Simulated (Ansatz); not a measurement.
# A thicker film of CaO (001) from five thinner ones

In a field along its normal an insulating film takes a dipole p. Written as a length, p/(ε₀AE), it should grow by 1 − 1/ε for each ångström added.

**Method.** Ansatz 0.2.0, plane waves with PAW datasets (its set soft_2), PBE; rocksalt films relaxed at a bulk in-plane lattice constant near the measured one, then held in weak fields of both signs with a dipole correction (A is the cell's area, E the outer field).

| run | distance between the outer atoms (Å) | p/(ε₀AE) (Å) |
| --- | --- | --- |
| 3 units | 4.770 | 6.283 |
| 4 units | 7.193 | 8.073 |
| 5 units | 9.614 | 9.855 |
| 6 units | 12.036 | 11.637 |
| 8 units | 16.879 | 15.201 |
| 10 units | 21.721 | ? |

Q: Estimate the withheld value from the rows shown.

A least-squares line through the 5 rows shown has slope 0.7363 and intercept 2.7743; no row lies more than 0.003 Å off it. That slope means ε = 1/(1 − 0.7363) = 3.79. At 21.721 it gives 0.7363 × 21.721 + 2.7743 = 18.767 Å, beyond the rows fitted. Rounding and scatter of the rows alone allow about ±0.007 Å there.

The run itself gives 18.764 Å: a miss of −0.003 Å, or 0.0 % of the value. The length is met to within 1 %, though ε is more sensitive than the length: the two thickest films give ε = 3.79.

**Limits.** This is the electronic response alone. A unit is one step of the cut along the normal (a plane, a pair of planes or a cell), and the layers relax along it, away from their bulk spacing where the functional's lattice constant differs from the one held.
